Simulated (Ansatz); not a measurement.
**Optical response of CdNi3P (model structure)**

What colour and refractive index does CdNi3P (model structure) have at this level of theory? The cell was made here by substitution or stacking, whether or not such a phase is known. It was built so: All N replaced by P in the Pm-3m structure of CdNi3N.

Calculated with Ansatz 0.2.0; DFT, PBE, plane-wave PAW, default files, scalar-relativistic, independent-particle optical response without local fields.

**1. The system as given**

It takes space group Pm-3m (No. 221, cubic). The conventional cell has a = 4.061 Å, b = 4.061 Å, c = 4.061 Å, α = 90.00°, β = 90.00°, γ = 90.00°. Nearest to Cd lie 12 Ni at 2.87 Å. Nearest to Ni lie 2 P at 2.03 Å and 8 Ni at 2.87 Å and 4 Cd at 2.87 Å. P has 6 Ni at 2.03 Å nearest. Farther neighbours, and contacts between anions beyond the nearest, are not listed.

**2. Relaxation**

The structure was built or cut out here, so it is relaxed before any spectrum is computed.

This step: DFT, PBE, plane-wave PAW, default files, scalar-relativistic, relaxation (Ansatz 0.2.0).

Contents of input.yaml:

```yaml
crystal:
  lattice:
    - [4.06071043, 0.0, 0.0]
    - [0.0, 4.06071043, 0.0]
    - [0.0, 0.0, 4.06071043]
  atoms:
    - { symbol: Cd, position: [0.0, 0.0, 0.0] }
    - { symbol: Ni, position: [0.5, 0.5, 0.0], spin: 1.0 }
    - { symbol: Ni, position: [0.5, 0.0, 0.5], spin: 1.0 }
    - { symbol: Ni, position: [0.0, 0.5, 0.5], spin: 1.0 }
    - { symbol: P, position: [0.5, 0.5, 0.5] }
magnetization:
  spin_polarized: true
kpoints:
  mp_grid: { grid: [6, 6, 6] }
scf:
  occupations: { method: fermi_dirac, width: 0.05 }
hamiltonian:
  xc: pbe
  pseudopotentials: { kind: paw }
output:
  forces: true
  stress: true
relax:
  f_tol: 0.02
  max_steps: 50
  cell: {}
```

Command:

```sh
$ ansatz run input.yaml --threads 2 --pin off --max-ram 5120MiB --backend cpu --events-out ev --progress --plain --runs-dir out
```

What it wrote:

```text
Engine: ansatz 0.2.0, aarch64-unknown-linux-gnu
Pseudopotentials: kind: paw
Pseudopotential: Cd, paw, valence charge 20, recommended cutoff 420 eV (normal), Cd.paw.azcp
Pseudopotential: Ni, paw, valence charge 18, recommended cutoff 420 eV (normal), Ni.paw.azcp
Pseudopotential: P, paw, valence charge 5, recommended cutoff 420 eV (normal), P.paw.azcp
Functional definition: PBE
  parameter kappa = 0.804
  parameter beta = 0.066725
  exchange = pbe_x(kappa = kappa, mu = beta*pi^2/3)
  correlation = pbe_c(beta = beta)
Crystal: 5 atoms, lattice volume = 66.959 Å³
Basis set: ecut = 420 eV, 1357 PW (Γ), exchange–correlation on 60×60×60 points (8 copies of the dense FFT grid, shifted against one another)
Bands: 50, of which v1, the nominal top of the filled ones, is band 40 counted from 1 (39 counted from 0)
Symmetry: 48 space group operations
Space group: Pm-3m (ITA 221), of the structure as read, at distance tolerance 4.1e-5 Å
Magnetic group: BNS 221.92 (UNI 1594), of the structure as read, at distance tolerance 4.1e-5 Å
k-points: 20 of 216
Non-local potential: Cd, projectors of the file, l = 0: 3, l = 1: 2, l = 2: 2, l = 3: 1
Non-local potential: Ni, projectors of the file, l = 0: 3, l = 1: 2, l = 2: 3, l = 3: 1
Non-local potential: P, projectors of the file, l = 0: 2, l = 1: 2, l = 2: 2
PAW form: soft (Blöchl's): semilocal exchange-correlation on the pseudo side does not see the compensation charge
PAW one-centre angular grid: Cd, 590 points (default); XC on 64 Gauss nodes
PAW one-centre angular grid: Ni, 590 points (default); XC on 64 Gauss nodes
PAW one-centre angular grid: P, 110 points (default); XC on 64 Gauss nodes
Initial density: superposition of atomic densities (chi_scale 0.1, normalization cell)
Starting moments: Σ|m| = 3 μB on 3 of 5 sites
Initial wavefunctions: pseudopotential atomic-orbital guess
Functional: x = pbe(κ = 0.804, μ = 0.219515), c = pbe(β = 0.066725)
SCF iter   1: F=—  HF=-26523.406907 eV  |F-HF|=—  |Δ(HF+E_count)|=         —  Δρ=4.42e-2 (↑4.42e-2 ↓4.33e-2)  dr2=4.35e0  dr2_m=5.06e-1  M=1.671 μB ∫|m|=2.125 μB  β_m=0.30  ethr=3.10e-3  ⟨swp⟩=6.7  Hψ=7909  notcnv=0  defer=3
Mixer restart at iter 1: flushing history
preconditioner: auto → Kerker (q_TF=auto, 2.805 Å⁻¹)  [metal: Δε(μ)=0.021 eV  Ē_g=9.454 eV  σ=0.050 eV  W_gap=0.10  n_scr=26 (ndim 8)  ℏωp=31.1 eV  f_vac=0.000  D(μ)=5.55/eV (n_scr^D=80)]
spin=Collinear: Kerker preconditioning applied to the charge; magnetization (m = ρ↑ − ρ↓) channel mixes plain (no charge-response kernel on spin).
SCF iter   2: F=—  HF=-26524.907375 eV  |F-HF|=—  |Δ(HF+E_count)|=    1.50e0  Δρ=5.01e-2 (↑2.41e-2 ↓5.01e-2)  dr2=3.53e0  dr2_m=4.33e-1  M=1.577 μB ∫|m|=1.891 μB  β_m=0.65  ethr=3.10e-3  ⟨swp⟩=2.0  Hψ=2568  notcnv=0  defer=136
SCF iter   3: F=—  HF=-26528.293312 eV  |F-HF|=—  |Δ(HF+E_count)|=    3.39e0  Δρ=4.89e-2 (↑2.23e-2 ↓4.89e-2)  dr2=1.90e0  dr2_m=6.57e-1  M=0.953 μB ∫|m|=1.280 μB  β_m=0.38  ethr=3.10e-3  ⟨swp⟩=3.0  Hψ=2967  notcnv=0  defer=142
SCF iter   4: F=—  HF=-26529.174813 eV  |F-HF|=—  |Δ(HF+E_count)|=   8.82e-1  Δρ=3.98e-2 (↑1.77e-2 ↓3.98e-2)  dr2=1.19e0  dr2_m=4.39e-1  M=0.556 μB ∫|m|=0.850 μB  β_m=0.30  ethr=2.40e-3  ⟨swp⟩=2.1  Hψ=2574  notcnv=0  defer=137
SCF iter   5: F=—  HF=-26529.572431 eV  |F-HF|=—  |Δ(HF+E_count)|=   3.98e-1  Δρ=2.57e-2 (↑2.57e-2 ↓8.74e-3)  dr2=4.44e-1  dr2_m=1.10e-1  M=0.282 μB ∫|m|=0.454 μB  β_m=0.70  ethr=1.50e-3  ⟨swp⟩=2.8  Hψ=2962  notcnv=0  defer=137
SCF iter   6: F=—  HF=-26529.526253 eV  |F-HF|=—  |Δ(HF+E_count)|=   4.62e-2  Δρ=6.92e-3 (↑6.92e-3 ↓3.09e-3)  dr2=3.21e-2  dr2_m=6.60e-3  M=0.029 μB ∫|m|=0.065 μB  β_m=0.85  ethr=5.62e-4  ⟨swp⟩=3.1  Hψ=3035  notcnv=0  defer=135
SCF iter   7: F=—  HF=-26529.528004 eV  |F-HF|=—  |Δ(HF+E_count)|=         —  Δρ=2.68e-3 (↑1.84e-3 ↓2.68e-3)  dr2=6.72e-4  dr2_m=2.94e-3  M=0.005 μB ∫|m|=0.008 μB  β_m=0.85  ethr=4.06e-5  ⟨swp⟩=2.0  Hψ=3133  notcnv=0  defer=138
Mixer restart at iter 7: flushing history
SCF iter   8: F=—  HF=-26529.528108 eV  |F-HF|=—  |Δ(HF+E_count)|=   1.04e-4  Δρ=6.68e-4 (↑4.31e-4 ↓6.68e-4)  dr2=1.91e-4  dr2_m=1.61e-4  M=0.001 μB ∫|m|=0.002 μB  β_m=0.93  ethr=8.51e-7  ⟨swp⟩=2.4  Hψ=3441  notcnv=0  defer=138
SCF iter   9: F=—  HF=-26529.528056 eV  |F-HF|=—  |Δ(HF+E_count)|=   5.26e-5  Δρ=1.55e-4 (↑1.42e-4 ↓1.55e-4)  dr2=6.09e-5  dr2_m=8.51e-8  M=0.000 μB ∫|m|=0.000 μB  β_m=0.90  ethr=2.41e-7  ⟨swp⟩=2.1  Hψ=2870  notcnv=0  defer=138
SCF iter  10: F=—  HF=-26529.528081 eV  |F-HF|=—  |Δ(HF+E_count)|=   2.49e-5  Δρ=3.47e-4 (↑3.47e-4 ↓3.47e-4)  dr2=1.75e-4  dr2_m=7.23e-9  M=-0.000 μB ∫|m|=0.000 μB  β_m=0.90  ethr=7.70e-8  ⟨swp⟩=2.0  Hψ=3596  notcnv=0  defer=138
SCF iter  11: F=—  HF=-26529.528046 eV  |F-HF|=—  |Δ(HF+E_count)|=   3.48e-5  Δρ=6.36e-5 (↑6.36e-5 ↓5.71e-5)  dr2=7.80e-6  dr2_m=8.49e-9  M=0.000 μB ∫|m|=0.000 μB  β_m=0.95  ethr=7.70e-8  ⟨swp⟩=2.0  Hψ=3361  notcnv=0  defer=138
SCF iter  12: F=—  HF=-26529.528046 eV  |F-HF|=—  |Δ(HF+E_count)|=   1.48e-7  Δρ=1.90e-5 (↑1.90e-5 ↓1.89e-5)  dr2=5.94e-7  dr2_m=3.12e-11  M=0.000 μB ∫|m|=0.000 μB  β_m=0.85  ethr=9.88e-9  ⟨swp⟩=2.0  Hψ=2767  notcnv=0  defer=138
SCF iter  13: F=—  HF=-26529.528046 eV  |F-HF|=—  |Δ(HF+E_count)|=   1.22e-7  Δρ=1.34e-5 (↑1.34e-5 ↓1.13e-5)  dr2=2.36e-7  dr2_m=7.85e-10  M=-0.000 μB ∫|m|=0.000 μB  β_m=0.92  ethr=7.52e-10  ⟨swp⟩=2.0  Hψ=3312  notcnv=0  defer=138
SCF iter  14: F=—  HF=-26529.528046 eV  |F-HF|=—  |Δ(HF+E_count)|=   5.04e-9  Δρ=4.13e-6 (↑4.13e-6 ↓3.16e-6)  dr2=2.17e-8  dr2_m=1.82e-10  M=-0.000 μB ∫|m|=0.000 μB  β_m=0.92  ethr=2.98e-10  ⟨swp⟩=2.1  Hψ=2370  notcnv=0  defer=138
SCF iter  15: F=-26529.528046 eV  HF=-26529.528046 eV  |F-HF|=2.26e-10  |Δ(HF+E_count)|=   3.01e-9  Δρ=5.09e-7 (↑5.09e-7 ↓3.10e-7)  dr2=3.08e-10  dr2_m=7.33e-12  M=-0.000 μB ∫|m|=0.000 μB  ethr=2.74e-11  ⟨swp⟩=2.3  Hψ=6216  notcnv=0
WARN: the starting moments were not kept: the SCF closed with an absolute magnetisation of 2.5e-6 μB, where they sum to 3 μB in size (3 sites). That is at most 0.1 of that sum. Measured as dr2_m measures the in/out step, that magnetisation stands 2.6e-12 eV from none, at or under the dr2_threshold of 1.0e-7 eV: it is no larger than a step whose dr2_m would equal this threshold. The system may hold no moment; this SCF [...]
SCF 1 converged in 15 iterations: F = -26529.528046 eV  dr2 = 3.08e-10
  greatest PAW one-centre occupation: 1.001 electrons in one spin orbital (limit 2), on the Ni atom at site 1 (counted from 0), in its partial waves of l = 1
[...]
SCF 3 converged in 9 iterations: F = -26529.823178 eV  dr2 = 1.35e-7
  greatest PAW one-centre occupation: 1.001 electrons in one spin orbital (limit 2), on the Ni atom at site 3 (counted from 0), in its partial waves of l = 1
relax step   3: F+E_penalty+E_count = -26529.82317807 eV  Δ(F+E_penalty+E_count) = -4.397e-3 eV  max|allowed force component| = 1.544e-28 eV/Å  Δτ_max = 0.0000 Å  P = +0.252 GPa  Ω = 73.699 Å³  energy of the carried Pulay correction = -2.903e-3 eV  (9 SCF iters, dr2 threshold 5.00e-7 eV, accepted)
[...]
relax step   4: F+E_penalty+E_count = -26529.82323303 eV  Δ(F+E_penalty+E_count) = -5.496e-5 eV  max|allowed force component| = 3.034e-29 eV/Å  Δτ_max = 0.0000 Å  P = -0.001 GPa  Ω = 73.848 Å³  energy of the carried Pulay correction = -2.964e-3 eV  (8 SCF iters, dr2 threshold 1.59e-7 eV, accepted)
Initial wavefunctions: pseudopotential atomic-orbital guess (no wavefunctions were taken with the density)
iter 1 solved again at ethr=1.21e-7 eV; its pass at ethr=3.10e-3 eV (dr2=9.60e-5 eV) is discarded
SCF iter   1: F=—  HF=-26529.822997 eV  |F-HF|=—  |Δ(HF+E_count)|=         —  Δρ=5.43e-4 (↑5.43e-4 ↓5.43e-4)  dr2=3.61e-5  dr2_m=6.25e-13  M=0.000 μB ∫|m|=0.000 μB  β_m=0.65  ethr=1.21e-7  ⟨swp⟩=3.9  Hψ=14356  notcnv=0
preconditioner: auto → Resta (q_TF=auto, 2.759 Å⁻¹)  ε∞=10.4  [insulator: Δε(μ)=0.162 eV  Ē_g=9.662 eV  σ=0.050 eV  W_gap=0.67  n_scr=26 (ndim 8)  ℏωp=29.6 eV  f_vac=0.000  D(μ)=1.62/eV (n_scr^D=6)  ε∞_Penn≈10.4]
spin=Collinear: Resta preconditioning applied to the charge; magnetization (m = ρ↑ − ρ↓) channel mixes plain (no charge-response kernel on spin).
SCF iter   2: F=—  HF=-26529.825899 eV  |F-HF|=—  |Δ(HF+E_count)|=   2.90e-3  Δρ=1.95e-4 (↑1.95e-4 ↓1.95e-4)  dr2=5.02e-6  dr2_m=2.11e-13  M=0.000 μB ∫|m|=0.000 μB  β_m=0.52  ethr=4.57e-8  ⟨swp⟩=2.0  Hψ=2607  notcnv=0
SCF iter   3: F=—  HF=-26529.826215 eV  |F-HF|=—  |Δ(HF+E_count)|=   3.17e-4  Δρ=1.04e-4 (↑1.04e-4 ↓1.04e-4)  dr2=2.33e-6  dr2_m=2.35e-14  M=0.000 μB ∫|m|=0.000 μB  β_m=0.51  ethr=6.36e-9  ⟨swp⟩=2.0  Hψ=3498  notcnv=0
SCF iter   4: F=—  HF=-26529.826327 eV  |F-HF|=—  |Δ(HF+E_count)|=   1.12e-4  Δρ=1.96e-5 (↑1.96e-5 ↓1.96e-5)  dr2=5.07e-7  dr2_m=8.06e-15  M=0.000 μB ∫|m|=0.000 μB  β_m=0.65  ethr=2.95e-9  ⟨swp⟩=2.0  Hψ=2535  notcnv=0
SCF iter   5: F=—  HF=-26529.826330 eV  |F-HF|=—  |Δ(HF+E_count)|=   2.41e-6  Δρ=1.72e-5 (↑1.72e-5 ↓1.72e-5)  dr2=6.18e-7  dr2_m=8.80e-15  M=0.000 μB ∫|m|=0.000 μB  β_m=0.83  ethr=6.42e-10  ⟨swp⟩=1.9  Hψ=2166  notcnv=0
SCF iter   6: F=—  HF=-26529.826331 eV  |F-HF|=—  |Δ(HF+E_count)|=   9.04e-7  Δρ=3.20e-6 (↑3.20e-6 ↓3.20e-6)  dr2=4.31e-8  dr2_m=2.00e-14  M=0.000 μB ∫|m|=0.000 μB  β_m=0.91  ethr=6.42e-10  ⟨swp⟩=2.0  Hψ=2908  notcnv=0
SCF iter   7: F=—  HF=-26529.826331 eV  |F-HF|=—  |Δ(HF+E_count)|=   7.74e-9  Δρ=3.17e-6 (↑3.17e-6 ↓3.17e-6)  dr2=2.60e-8  dr2_m=5.66e-15  M=0.000 μB ∫|m|=0.000 μB  β_m=0.96  ethr=5.45e-11  ⟨swp⟩=1.7  Hψ=2142  notcnv=0
SCF iter   8: F=—  HF=-26529.826331 eV  |F-HF|=—  |Δ(HF+E_count)|=   1.12e-8  Δρ=3.20e-7 (↑3.20e-7 ↓3.16e-7)  dr2=2.29e-10  dr2_m=3.68e-15  M=-0.000 μB ∫|m|=0.000 μB  β_m=0.98  ethr=3.29e-11  ⟨swp⟩=2.0  Hψ=2958  notcnv=0
SCF iter   9: F=—  HF=-26529.826353 eV  |F-HF|=—  |Δ(HF+E_count)|=   2.26e-5  Δρ=4.99e-7 (↑4.99e-7 ↓4.99e-7)  dr2=4.98e-10  dr2_m=9.56e-16  M=-0.000 μB ∫|m|=0.000 μB  β_m=0.98  ethr=1.00e-12  ⟨swp⟩=3.1  Hψ=4310  notcnv=0
SCF iter  10: F=—  HF=-26529.826353 eV  |F-HF|=—  |Δ(HF+E_count)|=  1.82e-11  Δρ=5.20e-7 (↑5.20e-7 ↓5.20e-7)  dr2=5.52e-10  dr2_m=9.36e-16  M=-0.000 μB ∫|m|=0.000 μB  β_m=0.85  ethr=1.00e-12  ⟨swp⟩=1.0  Hψ=2001  notcnv=0
SCF iter  11: F=—  HF=-26529.826353 eV  |F-HF|=—  |Δ(HF+E_count)|=  5.24e-10  Δρ=2.64e-7 (↑2.64e-7 ↓2.64e-7)  dr2=1.56e-10  dr2_m=7.50e-16  M=0.000 μB ∫|m|=0.000 μB  β_m=0.92  ethr=1.00e-12  ⟨swp⟩=1.6  Hψ=2109  notcnv=0
SCF iter  12: F=—  HF=-26529.826353 eV  |F-HF|=—  |Δ(HF+E_count)|=  1.56e-10  Δρ=7.44e-8 (↑7.44e-8 ↓7.32e-8)  dr2=1.23e-11  dr2_m=7.44e-16  M=0.000 μB ∫|m|=0.000 μB  β_m=0.96  ethr=1.00e-12  ⟨swp⟩=1.8  Hψ=2076  notcnv=0
SCF iter  13: F=-26529.826353 eV  HF=-26529.826353 eV  |F-HF|=7.28e-12  |Δ(HF+E_count)|=  3.64e-12  Δρ=3.16e-8 (↑3.16e-8 ↓3.12e-8)  dr2=2.25e-12  dr2_m=4.14e-17  M=0.000 μB ∫|m|=0.000 μB  ethr=1.00e-12  ⟨swp⟩=3.0  Hψ=6168  notcnv=0
the starting moments were not kept: the SCF closed with an absolute magnetisation of 6.7e-9 μB, where they sum to 3 μB in size (3 sites). That is at most 0.1 of that sum. Measured as dr2_m measures the in/out step, that magnetisation stands 2.1e-17 eV from none, at or under the dr2_threshold of 5.0e-11 eV: it is no larger than a step whose dr2_m would equal this threshold.
SCF 5 converged in 13 iterations: F = -26529.826353 eV  dr2 = 2.25e-12
relax step   5: F+E_penalty+E_count = -26529.82635334 eV  Δ(F+E_penalty+E_count) = -3.120e-3 eV  max|allowed force component| = 1.767e-29 eV/Å  Δτ_max = 0.0000 Å  P = +0.032 GPa  Ω = 73.848 Å³  stress off target by 3.18e-2 GPa  SCF on the basis re-selected at this cell (its energy is not comparable with the rows above)  (13 SCF iters)
basis re-selected at this cell: Δ(F+E_penalty+E_count) = -3.120e-3 eV, ΔP = +0.033 GPa vs the last step (what re-selecting the basis moved, of the pressure what is left beyond the Pulay correction that the steps carried, after the strain that the cell walked since its last selection, with what the two solves' SCF thresholds leave and, on support functions, any second-order correction that the steps lacked; it is no m [...]
SCF converged after 13 iterations
Magnetization: 0.0000 μB (39.5000 up, 39.5000 down)
Absolute magnetization: 0.0000 μB (∫|ρ↑−ρ↓|, with the PAW one-centre terms)
Spin contamination: 0.0000 ħ² per cell (⟨S²⟩ above its minimum at these occupations)
Per-site moments (μB) at R_I (Å): [(-1.603326e-10, 1.223737), (1.389685e-9, 0.865312), (1.389685e-9, 0.865312), (1.389685e-9, 0.865312), (6.489763e-11, 0.865312)]
Free energy (F): -26529.826353 eV
Harris-Foulkes:  -26529.826353 eV  (|F-HF|=7.28e-12)
Internal energy: -26529.811589 eV  (E = F + TS)
E sigma→0 (E₀):  -26529.818971 eV
Entropy (-TS):   -0.014764 eV (-2.953 meV/atom)
Fermi energy:    13.956179 eV
--- Per-component energies (eV) ---
  E_band       = -1434.547758
  E_kinetic    = 1433.520048
  E_local      = -15176.466383  (includes V_loc(G=0)·N_el)
  E_nonlocal   = 1993.313668
  E_hartree    = 6541.294179
  E_xc         = -492.348379
  E_vxc        = -609.958651  (∫ρ·V_xc dr)
  E_paw        = -9560.241488  (= ΣΔE_a)
  E_vpaw       = -2157.546620  (= ΣTr[D̂ρ^β])
  E_aug_tail   = 0.001635  (compensation charges beyond the density's cutoff)
  E_ewald      = -11268.884867
  E_smearing   = -0.014764  (= −TS)
  E_closure    = -0.000000  (closes the sum)
  Σ components = -26529.826353   (vs F -26529.826353, Δ=0.00e0)
--- Forces (eV/Å), atoms counted from 1 ---
  atom   1  Cd     0.00000000    -0.00000000    -0.00000000
  atom   2  Ni    -0.00000000    -0.00000000     0.00000000
  atom   3  Ni    -0.00000000     0.00000000     0.00000000
  atom   4  Ni     0.00000000     0.00000000    -0.00000000
  atom   5  P     -0.00000000    -0.00000000     0.00000000
  max |Σ_I F_I| component: 2.04e-29 eV/Å
--- Stress (GPa, compression-positive) ---
        0.031839      -0.000000      -0.000000
       -0.000000       0.031839       0.000000
       -0.000000       0.000000       0.031839
  P = ⅓ Tr σ = 0.0318 GPa (0.318 kbar)
--- Relaxed structure (4 steps of the walk, 4 accepted, 1 SCFs on fresh bases) ---
  F+E_penalty+E_count = -26529.82635334 eV   max|allowed force component| = 1.767e-29 eV/Å   (the final SCF, on the basis selected at the relaxed cell)
  cell:  # Å, volume = 73.8477 Å³
    - [4.195455, 0, 0]
    - [0, 4.195455, 0]
    - [0, 0, 4.195455]
  atoms:
    - { symbol: Cd, position: [0, 0, 0] }
    - { symbol: Ni, position: [0.5, 0.5, 0] }
    - { symbol: Ni, position: [0.5, 0, 0.5] }
    - { symbol: Ni, position: [0, 0.5, 0.5] }
    - { symbol: P, position: [0.5, 0.5, 0.5] }
```

Elapsed: 29 s, on 2 threads of Arm Neoverse V1, shared host; peak memory 0.45 GiB.

The steps of the relaxation:

| step | energy less that of the first step (eV) | largest force component (eV/Å) | pressure (GPa) | volume (Å³) |
| --- | --- | --- | --- | --- |
| 1 | 0.0000 | 0.0000 | 15.18 | 66.96 |
| 2 | -0.2907 | 0.0000 | 1.66 | 72.90 |
| 3 | -0.2951 | 0.0000 | 0.25 | 73.70 |
| 4 | -0.2952 | 0.0000 | 0.00 | 73.85 |
| 5* | -0.2983 | 0.0000 | 0.03 | 73.85 |

Relaxation steps marked * repeat the geometry before them on a plane-wave basis chosen anew for their cell, so energy and pressure can jump there.

The run keeps the 48 symmetry operations that the program found, so distortions that break them were not tested.

| conventional cell, symmetrised | before | after | change |
| --- | --- | --- | --- |
| a (Å) | 4.061 | 4.195 | +3.3 % |
| b (Å) | 4.061 | 4.195 | +3.3 % |
| c (Å) | 4.061 | 4.195 | +3.3 % |
| volume (Å³/atom) | 13.39 | 14.77 | +10.3 % |

The relaxed structure:

```cif
data_structure
_symmetry_space_group_name_H-M 'P 1'
_symmetry_Int_Tables_number 1
_cell_length_a 4.1955
_cell_length_b 4.1955
_cell_length_c 4.1955
_cell_angle_alpha 90.000
_cell_angle_beta 90.000
_cell_angle_gamma 90.000
_cell_volume 73.85
loop_
_atom_site_label
_atom_site_type_symbol
_atom_site_fract_x
_atom_site_fract_y
_atom_site_fract_z
_atom_site_occupancy
Cd1 Cd 0.00000 0.00000 0.00000 1
Ni2 Ni 0.50000 0.50000 0.00000 1
Ni3 Ni 0.50000 0.00000 0.50000 1
Ni4 Ni 0.00000 0.50000 0.50000 1
P5 P 0.50000 0.50000 0.50000 1
```

The relaxation ends with a pressure of 0.03 GPa. No moment survives the cycle: this start ends non-magnetic.

(Part 1 of 2 ends here.)

[Long decimals in the printed logs are rounded to 6 places.]

[Logs are printed without paths, hosts, clocks, repeated set-up lines and the standing remarks that a program may print on its own settings, such as how far it seeks lower states.]

[Hosts, paths, dates, database ids (printed as entryN), source tags and the programs' standing remarks are cut or masked in the printed files.]

[Where the starting crystal was built by hand or by swapping elements, it need not be the compound's stable phase.]

[The count of steps not shown may lack steps that the program refused or didn't finish.]
